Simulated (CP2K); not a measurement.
Consider 4-silylpyridine at its PBE geometry (Å).

```xyz
14

Si    2.2616   -0.1374    0.1079
C     0.3902   -0.0232    0.0259
C    -0.2647    1.1982   -0.2026
C    -1.6604    1.2322   -0.2670
N    -2.4424    0.1486   -0.1212
C    -1.8156   -1.0211    0.0939
C    -0.4268   -1.1566    0.1744
H     2.8296   -0.3929   -1.2472
H     2.8162    1.1461    0.6223
H     2.6523   -1.2595    1.0067
H     0.2987    2.1251   -0.3232
H    -2.1821    2.1771   -0.4413
H    -2.4621   -1.8951    0.2111
H     0.0054   -2.1414    0.3604
```

Method: CP2K XAS_TDP, all-electron GAPW, PBEh(45%), aug-pc-1, TDA, GW2X-corrected core level, no relativity.

Question: Predict the bright core excitations at the C K edge.

Leading lines: C2 285.59 eV, C3 286.31 eV and C4 286.85 eV. The leading line of an atom is its first one with 35 % of the strongest within 2.5 eV of its lowest line over the strength cut. Core ionisation energies at this level: C3 291.57, C4 292.36 and C2 291.33 eV.

The first six lines of each atom with a strength over 0.0015:

```
                              atom  energy (eV)  states  strength, one atom  above the computed threshold
         C2 (bonded to 2 C and Si)       285.59       1              0.0506                              
                                         289.26       1              0.0135                              
                                         289.88       1              0.0048                              
                                         290.21       1              0.0039                              
                                         291.23       1              0.0030                              
                                         291.55       1              0.0019                           yes
 C3 (bonded to 2 C and H), 2 alike       286.31       1              0.0511                              
                                         287.86       1              0.0019                              
                                         289.46       1              0.0121                              
                                         290.46       1              0.0032                              
                                         290.63       1              0.0020                              
                                         290.84       1              0.0022                              
C4 (bonded to C, N and H), 2 alike       286.85       1              0.0565                              
                                         288.71       1              0.0017                              
                                         290.44       1              0.0109                              
                                         291.32       1              0.0032                              
                                         291.95       1              0.0016                              
                                         292.30       1              0.0020
```

Lines are vertical, at one geometry, with no vibrational structure. GW2X ionisation energies and lines can be off by 1 to 2 eV either way, and a good line position may hide errors that cancel. These values hold no scalar relativity, about 0.1 eV for C 1s. Rydberg lines, and the discretised continuum above threshold, depend on the basis and the box.

[Banner, clock and machine lines of the logs are left out without a mark of their own.]

[Logs are printed without paths, hosts, clocks, repeated set-up lines and the standing remarks that a program may print on its own settings, such as how far it seeks lower states.]

[Hosts, paths, dates, database ids (printed as entryN), source tags and the programs' standing remarks are cut or masked in the printed files.]
